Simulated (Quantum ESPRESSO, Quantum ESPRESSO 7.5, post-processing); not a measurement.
# arsenene, 1 layer, rectangular cell: a series in strain along the second axis

Aim: how the results for arsenene, 1 layer, rectangular cell change with strain along the second axis.

Main program and level: Quantum ESPRESSO 7.5; plane-wave DFT, PBE, GBRV ultrasoft pseudopotentials.

This is a report of a sequence of runs, with most program output left out.

### Step 1. Starting point

The cell holds 4 atoms: 4 As. Its edges and angles: a = 3.610 Å, b = 6.253 Å, c = 16.400 Å, α = 90.0°, β = 90.0°, γ = 90.0°. It derives from As. Vacuum lies along c.

As a file:

```cif
data_structure
_symmetry_space_group_name_H-M 'P 1'
_symmetry_Int_Tables_number 1
_cell_length_a 3.6100
_cell_length_b 6.2527
_cell_length_c 16.4000
_cell_angle_alpha 90.000
_cell_angle_beta 90.000
_cell_angle_gamma 90.000
_cell_volume 370.19
loop_
_atom_site_label
_atom_site_type_symbol
_atom_site_fract_x
_atom_site_fract_y
_atom_site_fract_z
_atom_site_occupancy
As1 As 0.50000 0.16667 0.45732 1
As2 As 0.00000 0.66667 0.45732 1
As3 As 0.00000 0.33333 0.54268 1
As4 As 0.50000 0.83333 0.54268 1
```

Set-up: Cell and atoms are first relaxed; each strained cell is then held, the other axis too, and the atoms relax in it. A periodic run with 15 Å of vacuum in the starting cell gives the vacuum levels, and bands follow along a path.

Members -2, -1, 0, 1 and 2 took the same steps and show in the table alone.

### Step 2. Relaxing cell and ions of the reference

What the set-up leaves free in this member is relaxed.

ref.relax.in

```
&control
  prefix = 'ref.relax'
  outdir = './out'
  pseudo_dir = './pseudo'
  nstep = 80
  forc_conv_thr = 0.0004
  calculation = 'vc-relax'
  etot_conv_thr = 1e-06
/
&system
  ibrav = 0
  nat = 4
  ntyp = 1
  ecutwfc = 50
  ecutrho = 250
  occupations = 'smearing'
  smearing = 'fd'
  degauss = 0.004
/
&electrons
  conv_thr = 1e-09
  mixing_beta = 0.4
  electron_maxstep = 120
  mixing_mode = 'plain'
/
&ions
/
&cell
  cell_dofree = '2Dxy'
  press_conv_thr = 0.3
/
ATOMIC_SPECIES
  As  74.9216  as_pbe_v1.uspp.F.UPF
CELL_PARAMETERS angstrom
  3.61000000000000 0.00000000000000 0.00000000000000
  0.00000000000000 6.25270341532365 0.00000000000000
  0.00000000000000 0.00000000000000 16.40000000000000
ATOMIC_POSITIONS crystal
  As  0.500000000000 0.166666666600 0.457317073171
  As  0.000000000000 0.666666666700 0.457317073171
  As  0.999999999900 0.333333333400 0.542682926829
  As  0.500000000000 0.833333333400 0.542682926829
K_POINTS automatic
  8 6 1 0 0 0
```

Command:

```
> OMP_NUM_THREADS=1 mpirun -n 4 pw.x -nk 2 -in ref.relax.in > ref.relax.out
```

Run time: 2.2 min. Hardware: 4 MPI ranks of Arm Neoverse V1, shared host; peak memory 0.88 GiB.

Little changed from the start: no atom moved by 0.005 Å and no cell edge by 0.1 %.

 The last row is no step: it is a fresh SCF in the final cell with a new plane-wave basis, -0 meV from the row before.

Numbers from this step:

```
free energy  : -2191.6972 eV
Fermi energy : -1.775 eV
```

### Step 3. Relaxing the ions, -4 %

m0.relax.in

```
&control
  prefix = 'm0.relax'
  outdir = './out'
  pseudo_dir = './pseudo'
  nstep = 40
  forc_conv_thr = 0.0003
  calculation = 'relax'
  tstress = .true.
/
&system
  ibrav = 0
  nat = 4
  ntyp = 1
  ecutwfc = 50
  ecutrho = 250
  occupations = 'smearing'
  smearing = 'fd'
  degauss = 0.002
/
&electrons
  conv_thr = 1e-09
  mixing_beta = 0.4
  electron_maxstep = 120
  mixing_mode = 'plain'
/
&ions
/
ATOMIC_SPECIES
  As  74.9216  as_pbe_v1.uspp.F.UPF
CELL_PARAMETERS angstrom
  3.61112093400000 0.00000000000000 0.00000000000000
  0.00000000000000 6.00292240800000 0.00000000000000
  0.00000000000000 0.00000000000000 16.40000000000000
ATOMIC_POSITIONS crystal
  As  0.500000000000 0.166684633500 0.457414708500
  As  0.000000000000 0.666684619600 0.457414710100
  As  0.999999999900 0.333315380500 0.542585289900
  As  0.500000000000 0.833315366500 0.542585291500
K_POINTS automatic
  8 6 1 0 0 0
```

Command:

```
> OMP_NUM_THREADS=1 mpirun -n 4 pw.x -nk 2 -in m0.relax.in > m0.relax.out
```

Elapsed: 1.8 min, on 4 MPI ranks; peak memory 0.87 GiB; 7.2 min of CPU time.

The steps of the relaxation:

```csv
step,energy less that of the first step (eV),largest force (eV/Å)
1,0.0000,0.3382
2,-0.0069,0.1610
3,-0.0091,0.0332
4,-0.0092,0.0206
5,-0.0092,0.0036
```

The atoms that moved most (Å):

```csv
atom,dx,dy,dz,length
As2,0.000,0.010,-0.010,0.014
As3,0.000,-0.010,0.010,0.014
As4,0.000,-0.010,0.010,0.014
As1,0.000,0.010,-0.010,0.014
```

Final coordinates:

```cif
data_structure
_symmetry_space_group_name_H-M 'P 1'
_symmetry_Int_Tables_number 1
_cell_length_a 3.6111
_cell_length_b 6.0029
_cell_length_c 16.4000
_cell_angle_alpha 90.000
_cell_angle_beta 90.000
_cell_angle_gamma 90.000
_cell_volume 355.51
loop_
_atom_site_label
_atom_site_type_symbol
_atom_site_fract_x
_atom_site_fract_y
_atom_site_fract_z
_atom_site_occupancy
As1 As 0.50000 0.16832 0.45679 1
As2 As 0.00000 0.66832 0.45679 1
As3 As 0.00000 0.33168 0.54321 1
As4 As 0.50000 0.83168 0.54321 1
```

The relaxation lowers the energy by 2 meV an atom.

Read from the output:

| Property | Result |
| --- | --- |
| free energy | -2191.6324 eV |
| Fermi energy | -1.525 eV |

### Step 4. SCF with pw.x, -4 %

The self-consistent run of this member.

m0.scf.in

```
&control
  prefix = 'm0.scf'
  outdir = './out'
  pseudo_dir = './pseudo'
  calculation = 'scf'
  tprnfor = .true.
/
&system
  ibrav = 0
  nat = 4
  ntyp = 1
  ecutwfc = 40
  ecutrho = 200
  occupations = 'smearing'
  smearing = 'fd'
  degauss = 0.002
  nbnd = 14
/
&electrons
  conv_thr = 1e-09
  mixing_beta = 0.4
  electron_maxstep = 120
  mixing_mode = 'plain'
/
ATOMIC_SPECIES
  As  74.9216  as_pbe_v1.uspp.F.UPF
CELL_PARAMETERS angstrom
  3.61112093400000 0.00000000000000 0.00000000000000
  0.00000000000000 6.00292240800000 0.00000000000000
  0.00000000000000 0.00000000000000 16.40000000000000
ATOMIC_POSITIONS crystal
  As  0.500000000000 0.168321400100 0.456793105500
  As  0.000000000000 0.668321382400 0.456793098100
  As  0.999999999900 0.331678617700 0.543206901900
  As  0.500000000000 0.831678599900 0.543206894500
K_POINTS automatic
  8 6 1 0 0 0
```

Command:

```
> OMP_NUM_THREADS=1 mpirun -n 4 pw.x -nk 2 -in m0.scf.in > m0.scf.out
```

It took 21 s on 4 MPI ranks; peak memory 0.38 GiB.

This step gave:

* free energy: -2191.6279 eV
* Fermi energy: -1.524 eV
* valence top, on the run's zero: -2.019 eV
* conduction bottom, on the run's zero: -1.013 eV
* gap by band count: 1.006 eV

### Step 5. Potential by pp.x, -4 %

plot_num = 11 writes the bare and Hartree potential, from which vacuum levels or, in a crystal, the mean potential are read.

m0.pot.in

```
&inputpp
  prefix = 'm0.scf'
  outdir = './out'
  filplot = 'm0.pot.dat'
  plot_num = 11
/
```

Command:

```
> OMP_NUM_THREADS=1 mpirun -n 4 pp.x -in m0.pot.in > m0.pot.out
```

It took 0.96 s on 4 MPI ranks; peak memory 0.12 GiB; 3.5 s of CPU time.

This step gave:

- slope of the potential above: 3.87e-4 eV/Å
- upper vacuum line continued to the top atoms, over the valence top: 4.903 eV
- slope of the potential below: -2.06e-4 eV/Å
- lower vacuum line continued to the bottom atoms, over the valence top: 4.904 eV
- vacuum level at the upper face over the valence top of the mesh: 4.905 eV
- vacuum level at the lower face over the valence top of the mesh: 4.905 eV

Electrostatic potential energy of an electron; zero at the highest filled level of the SCF mesh. Table of potential energy, planar mean by z:

z (Å), potential energy, planar mean (eV) and a bar:
```
      0.0        4.9 #####
      0.5        4.9 #####
      1.0        4.9 #####
      1.5        4.9 #####
      2.0        4.9 #####
      2.5        4.9 #####
      3.0        4.9 #####
      3.5        4.9 #####
      4.0        4.9 #####
      4.5        4.9 #####
      5.0        4.9 #####
      5.5        4.7 #####
      6.0        4.2 ####
      6.5        2.1 ##
      7.0        4.6 #####
      7.5       26.3 ##############################
      8.0        0.8 
      8.5        7.1 #######
      9.0       25.5 #############################
      9.5        0.8 
     10.0        2.8 ##
     10.5        4.4 ####
     11.0        4.8 #####
     11.5        4.9 #####
     12.0        4.9 #####
     12.5        4.9 #####
     13.0        4.9 #####
     13.5        4.9 #####
     14.0        4.9 #####
     14.5        4.9 #####
     15.0        4.9 #####
     15.5        4.9 #####
     16.0        4.9 #####
```

### Step 6. Bands along a path, -4 %

Bands along a path place the edges.

m0.bands.in, as its differences from the input of step 4:

```diff
@@ -1,7 +1,6 @@
 &control
-  prefix = 'm0.scf'
+  prefix = 'm0.bands'
   outdir = './out'
   pseudo_dir = './pseudo'
-  calculation = 'scf'
-  tprnfor = .true.
+  calculation = 'bands'
 /
@@ -16,6 +15,6 @@
   degauss = 0.002
-  nbnd = 14
+  nbnd = 16
 /
 &electrons
-  conv_thr = 1e-09
+  conv_thr = 1e-07
   mixing_beta = 0.4
@@ -35,3 +34,8 @@
   As  0.500000000000 0.831678599900 0.543206894500
-K_POINTS automatic
-  8 6 1 0 0 0
+K_POINTS crystal_b
+5
+  0.0000000000 0.0000000000 0.0000000000 12
+  0.5000000000 0.0000000000 0.0000000000 12
+  0.5000000000 0.5000000000 0.0000000000 12
+  0.0000000000 0.5000000000 0.0000000000 12
+  0.0000000000 0.0000000000 0.0000000000 1
```

Command:

```
> cp -r out/m0.scf.save out/m0.bands.save
> cp out/m0.scf.xml out/m0.bands.xml
> OMP_NUM_THREADS=1 mpirun -n 4 pw.x -nk 4 -in m0.bands.in > m0.bands.out
```

Run time: 38 s. Hardware: 4 MPI ranks; peak memory 0.4 GiB; 2.5 min of CPU time.

Read from the output:

| Item | Value |
| --- | --- |
| conduction bottom, on the run's zero | -1.023 eV |
| gap by band count | 0.9962 eV |

Band numbers count within the set of bands kept for display. The electronic bands at the labelled points (eV, zero at the highest filled level of the SCF mesh; v1 is the highest filled band, c1 the lowest empty one):

```csv
point,v4,v3,v2,v1,c1,c2,c3,c4
Γ,-2.01,-1.16,-0.36,0.00,1.39,1.87,2.64,3.18
halfway,-2.78,-2.17,-1.70,-0.94,1.61,2.65,3.48,3.95
X,-3.49,-3.49,-1.53,-1.53,2.14,2.14,3.06,3.06
halfway,-2.82,-2.82,-1.86,-1.86,2.24,2.24,3.24,3.24
S,-2.19,-2.19,-1.96,-1.96,1.82,1.82,2.60,2.60
halfway,-2.63,-2.63,-1.03,-1.03,2.07,2.07,3.50,3.50
Y,-1.69,-1.69,-0.88,-0.88,1.18,1.18,4.04,4.04
halfway,-1.68,-1.43,-1.03,-0.86,1.10,2.16,3.15,3.62
Γ,-2.01,-1.16,-0.36,0.00,1.39,1.87,2.64,3.18
```

Along this path the valence top lies at Γ and the conduction bottom near Y.

### Step 7. Relaxation with pw.x, -3 %

m1.relax.in

```
&control
  prefix = 'm1.relax'
  outdir = './out'
  pseudo_dir = './pseudo'
  nstep = 40
  forc_conv_thr = 0.0003
  calculation = 'relax'
  tstress = .true.
/
&system
  ibrav = 0
  nat = 4
  ntyp = 1
  ecutwfc = 50
  ecutrho = 250
  occupations = 'smearing'
  smearing = 'fd'
  degauss = 0.002
/
&electrons
  conv_thr = 1e-09
  mixing_beta = 0.4
  electron_maxstep = 120
  mixing_mode = 'plain'
/
&ions
/
ATOMIC_SPECIES
  As  74.9216  as_pbe_v1.uspp.F.UPF
CELL_PARAMETERS angstrom
  3.61112093400000 0.00000000000000 0.00000000000000
  0.00000000000000 6.06545284975000 0.00000000000000
  0.00000000000000 0.00000000000000 16.40000000000000
ATOMIC_POSITIONS crystal
  As  0.500000000000 0.166684633500 0.457414708500
  As  0.000000000000 0.666684619600 0.457414710100
  As  0.999999999900 0.333315380500 0.542585289900
  As  0.500000000000 0.833315366500 0.542585291500
K_POINTS automatic
  8 6 1 0 0 0
```

Command:

```
> OMP_NUM_THREADS=1 mpirun -n 4 pw.x -nk 2 -in m1.relax.in > m1.relax.out
```

Elapsed: 1.8 min, on 4 MPI ranks; peak memory 0.86 GiB.

Step by step:

```csv
step,energy less that of the first step (eV),largest force (eV/Å)
1,0.0000,0.2438
2,-0.0036,0.1193
3,-0.0048,0.0248
4,-0.0049,0.0157
5,-0.0049,0.0033
```

The atoms that moved most (Å):

```csv
atom,dx,dy,dz,length
As3,0.000,-0.007,0.008,0.010
As2,0.000,0.007,-0.008,0.010
As1,0.000,0.007,-0.008,0.010
As4,0.000,-0.007,0.008,0.010
```

The relaxation lowers the energy by 1 meV an atom.

Numbers from this step:

| Item | Value |
| --- | --- |
| free energy | -2191.6612 eV |
| Fermi energy | -1.604 eV |

### Step 8. Ground state, -3 %

m1.scf.in

```
&control
  prefix = 'm1.scf'
  outdir = './out'
  pseudo_dir = './pseudo'
  calculation = 'scf'
  tprnfor = .true.
/
&system
  ibrav = 0
  nat = 4
  ntyp = 1
  ecutwfc = 40
  ecutrho = 200
  occupations = 'smearing'
  smearing = 'fd'
  degauss = 0.002
  nbnd = 14
/
&electrons
  conv_thr = 1e-09
  mixing_beta = 0.4
  electron_maxstep = 120
  mixing_mode = 'plain'
/
ATOMIC_SPECIES
  As  74.9216  as_pbe_v1.uspp.F.UPF
CELL_PARAMETERS angstrom
  3.61112093400000 0.00000000000000 0.00000000000000
  0.00000000000000 6.06545284975000 0.00000000000000
  0.00000000000000 0.00000000000000 16.40000000000000
ATOMIC_POSITIONS crystal
  As  0.500000000000 0.167846498300 0.456946854500
  As  0.000000000000 0.667846504100 0.456946852700
  As  0.999999999900 0.332153496000 0.543053147300
  As  0.500000000000 0.832153501700 0.543053145500
K_POINTS automatic
  8 6 1 0 0 0
```

Command:

```
> OMP_NUM_THREADS=1 mpirun -n 4 pw.x -nk 2 -in m1.scf.in > m1.scf.out
```

Elapsed: 20 s, on 4 MPI ranks; peak memory 0.62 GiB; 80 s of CPU time.

Read from the output:

* free energy: -2191.6568 eV
* valence top, on the run's zero: -2.164 eV
* conduction bottom, on the run's zero: -0.9973 eV
* gap by band count: 1.167 eV

### Step 9. Relaxing the ions, 3 %

m7.relax.in

```
&control
  prefix = 'm7.relax'
  outdir = './out'
  pseudo_dir = './pseudo'
  nstep = 40
  forc_conv_thr = 0.0003
  calculation = 'relax'
  tstress = .true.
/
&system
  ibrav = 0
  nat = 4
  ntyp = 1
  ecutwfc = 50
  ecutrho = 250
  occupations = 'smearing'
  smearing = 'fd'
  degauss = 0.002
/
&electrons
  conv_thr = 1e-09
  mixing_beta = 0.4
  electron_maxstep = 120
  mixing_mode = 'plain'
/
&ions
/
ATOMIC_SPECIES
  As  74.9216  as_pbe_v1.uspp.F.UPF
CELL_PARAMETERS angstrom
  3.61112093400000 0.00000000000000 0.00000000000000
  0.00000000000000 6.44063550025000 0.00000000000000
  0.00000000000000 0.00000000000000 16.40000000000000
ATOMIC_POSITIONS crystal
  As  0.500000000000 0.166684633500 0.457414708500
  As  0.000000000000 0.666684619600 0.457414710100
  As  0.999999999900 0.333315380500 0.542585289900
  As  0.500000000000 0.833315366500 0.542585291500
K_POINTS automatic
  8 6 1 0 0 0
```

Command:

```
> OMP_NUM_THREADS=1 mpirun -n 4 pw.x -nk 2 -in m7.relax.in > m7.relax.out
```

Run time: 1.8 min. Hardware: 4 MPI ranks; peak memory 0.91 GiB; 7.1 min of CPU time.

Step by step:

```csv
step,energy less that of the first step (eV),largest force (eV/Å)
1,0.0000,0.1857
2,-0.0022,0.1017
3,-0.0032,0.0249
4,-0.0032,0.0163
5,-0.0032,0.0072
```

Read from the output:

| Quantity | Value |
| --- | --- |
| free energy | -2191.6668 eV |
| Fermi energy | -1.892 eV |

### Step 10. Self-consistent run, 3 %

m7.scf.in

```
&control
  prefix = 'm7.scf'
  outdir = './out'
  pseudo_dir = './pseudo'
  calculation = 'scf'
  tprnfor = .true.
/
&system
  ibrav = 0
  nat = 4
  ntyp = 1
  ecutwfc = 40
  ecutrho = 200
  occupations = 'smearing'
  smearing = 'fd'
  degauss = 0.002
  nbnd = 14
/
&electrons
  conv_thr = 1e-09
  mixing_beta = 0.4
  electron_maxstep = 120
  mixing_mode = 'plain'
/
ATOMIC_SPECIES
  As  74.9216  as_pbe_v1.uspp.F.UPF
CELL_PARAMETERS angstrom
  3.61112093400000 0.00000000000000 0.00000000000000
  0.00000000000000 6.44063550025000 0.00000000000000
  0.00000000000000 0.00000000000000 16.40000000000000
ATOMIC_POSITIONS crystal
  As  0.500000000000 0.165883032000 0.457868687000
  As  0.000000000000 0.665883068100 0.457868694800
  As  0.999999999900 0.334116932000 0.542131305200
  As  0.500000000000 0.834116968000 0.542131313000
K_POINTS automatic
  8 6 1 0 0 0
```

Command:

```
> OMP_NUM_THREADS=1 mpirun -n 4 pw.x -nk 2 -in m7.scf.in > m7.scf.out
```

Run time: 22 s. Hardware: 4 MPI ranks; peak memory 0.7 GiB.

Numbers from this step:

- free energy: -2191.6629 eV
- Fermi energy: -1.981 eV
- valence top, on the run's zero: -2.702 eV
- conduction bottom, on the run's zero: -1.056 eV
- gap by band count: 1.647 eV

### Step 11. Relaxation with pw.x, 4 %

m8.relax.in

```
&control
  prefix = 'm8.relax'
  outdir = './out'
  pseudo_dir = './pseudo'
  nstep = 40
  forc_conv_thr = 0.0003
  calculation = 'relax'
  tstress = .true.
/
&system
  ibrav = 0
  nat = 4
  ntyp = 1
  ecutwfc = 50
  ecutrho = 250
  occupations = 'smearing'
  smearing = 'fd'
  degauss = 0.002
/
&electrons
  conv_thr = 1e-09
  mixing_beta = 0.4
  electron_maxstep = 120
  mixing_mode = 'plain'
/
&ions
/
ATOMIC_SPECIES
  As  74.9216  as_pbe_v1.uspp.F.UPF
CELL_PARAMETERS angstrom
  3.61112093400000 0.00000000000000 0.00000000000000
  0.00000000000000 6.50316594200000 0.00000000000000
  0.00000000000000 0.00000000000000 16.40000000000000
ATOMIC_POSITIONS crystal
  As  0.500000000000 0.166684633500 0.457414708500
  As  0.000000000000 0.666684619600 0.457414710100
  As  0.999999999900 0.333315380500 0.542585289900
  As  0.500000000000 0.833315366500 0.542585291500
K_POINTS automatic
  8 6 1 0 0 0
```

Command:

```
> OMP_NUM_THREADS=1 mpirun -n 4 pw.x -nk 2 -in m8.relax.in > m8.relax.out
```

Wall time 2.1 min (4 MPI ranks); peak memory 0.93 GiB; 8.5 min of CPU time.

Relaxation path:

```csv
step,energy less that of the first step (eV),largest force (eV/Å)
1,0.0000,0.2397
2,-0.0037,0.1327
3,-0.0053,0.0334
4,-0.0054,0.0217
5,-0.0055,0.0109
6,-0.0055,0.0026
```

The atoms that moved most (Å):

```csv
atom,dx,dy,dz,length
As4,0.000,0.007,-0.010,0.012
As1,0.000,-0.007,0.010,0.012
As2,0.000,-0.007,0.010,0.012
As3,0.000,0.007,-0.010,0.012
```

The relaxation lowers the energy by 1 meV an atom.

This step gave:

- free energy: -2191.6438 eV
- Fermi energy: -1.959 eV

### Step 12. Self-consistent run, 4 %

m8.scf.in

```
&control
  prefix = 'm8.scf'
  outdir = './out'
  pseudo_dir = './pseudo'
  calculation = 'scf'
  tprnfor = .true.
/
&system
  ibrav = 0
  nat = 4
  ntyp = 1
  ecutwfc = 40
  ecutrho = 200
  occupations = 'smearing'
  smearing = 'fd'
  degauss = 0.002
  nbnd = 14
/
&electrons
  conv_thr = 1e-09
  mixing_beta = 0.4
  electron_maxstep = 120
  mixing_mode = 'plain'
/
ATOMIC_SPECIES
  As  74.9216  as_pbe_v1.uspp.F.UPF
CELL_PARAMETERS angstrom
  3.61112093400000 0.00000000000000 0.00000000000000
  0.00000000000000 6.50316594200000 0.00000000000000
  0.00000000000000 0.00000000000000 16.40000000000000
ATOMIC_POSITIONS crystal
  As  0.500000000000 0.165647071000 0.458006406900
  As  0.000000000000 0.665647077200 0.458006409100
  As  0.999999999900 0.334352922900 0.541993590900
  As  0.500000000000 0.834352929000 0.541993593100
K_POINTS automatic
  8 6 1 0 0 0
```

Command:

```
> OMP_NUM_THREADS=1 mpirun -n 4 pw.x -nk 2 -in m8.scf.in > m8.scf.out
```

The job ended after 23 s (4 MPI ranks; peak memory 0.4 GiB).

Read from the output:

- free energy: -2191.6400 eV
- Fermi energy: -2.031 eV
- valence top, on the run's zero: -2.738 eV
- conduction bottom, on the run's zero: -1.176 eV
- gap by band count: 1.563 eV

### Step 13. The series side by side

The series in one table, energies over the lowest:

```csv
strain along the second axis,energy (eV),gap along the path (eV),upper vacuum level over the valence top of the mesh (eV),lower vacuum level over that top (eV)
-4 %,0.0652,0.9962,4.905,4.905
-3 %,0.0363,1.156,5.025,5.025
-2 %,0.0161,1.31,5.14,5.14
-1 %,0.0041,1.462,5.252,5.252
0 %,0.0000,1.604,5.358,5.358
1 %,0.0032,1.665,5.381,5.381
2 %,0.0135,1.719,5.397,5.397
3 %,0.0302,1.663,5.416,5.416
4 %,0.0531,1.563,5.428,5.428
```

### Step 14. By hand

A parabola through the energies within ±2 % has E = 36.94 eV × ε² -0.062 eV × ε; for the curvature, over A = 22.580 Å² this is 36.94 × 2/22.580 × 16.02 = 52 N/m.

### Step 15. Summary of results

```
in-plane stiffness along the strain                                     : 52 N/m
gap along the path, at -4 % and at 4 %                                  : 1.00, 1.56 eV
upper vacuum level over the valence top of the mesh, at -4 % and at 4 % : 4.91, 5.43 eV
lower vacuum level over that top, at -4 % and at 4 %                    : 4.91, 5.43 eV
```

The series holds 9 members; in-plane stiffness along the strain: 52 N/m (PBE, GBRV ultrasoft). The energy is lowest near zero strain. From -4 % to 4 % the gap along the path goes from 1.00 to 1.56 eV by way of 1.72 at 2 %. From -4 % to 4 % the upper vacuum level over the valence top of the mesh rises from 4.91 to 5.43 eV. From -4 % to 4 % the lower vacuum level over that top rises from 4.91 to 5.43 eV. At 2 % the SCF mesh finds a smaller gap than the path, which misses an edge there. Semilocal gaps are too small; the 1×1 cell can't ripple over many cells under compression as a free sheet would. No spin-orbit coupling.

[Logs are printed without paths, hosts, clocks, repeated set-up lines and the standing remarks that a program may print on its own settings, such as how far it seeks lower states.]

[Hosts, paths, dates, database ids (printed as entryN), source tags and the programs' standing remarks are cut or masked in the printed files.]

[Maps of the electrostatic potential energy from Ansatz leave out the sawtooth potential of an applied field or a dipole correction, so their vacuum need not be flat; planar profiles and work functions include it.]
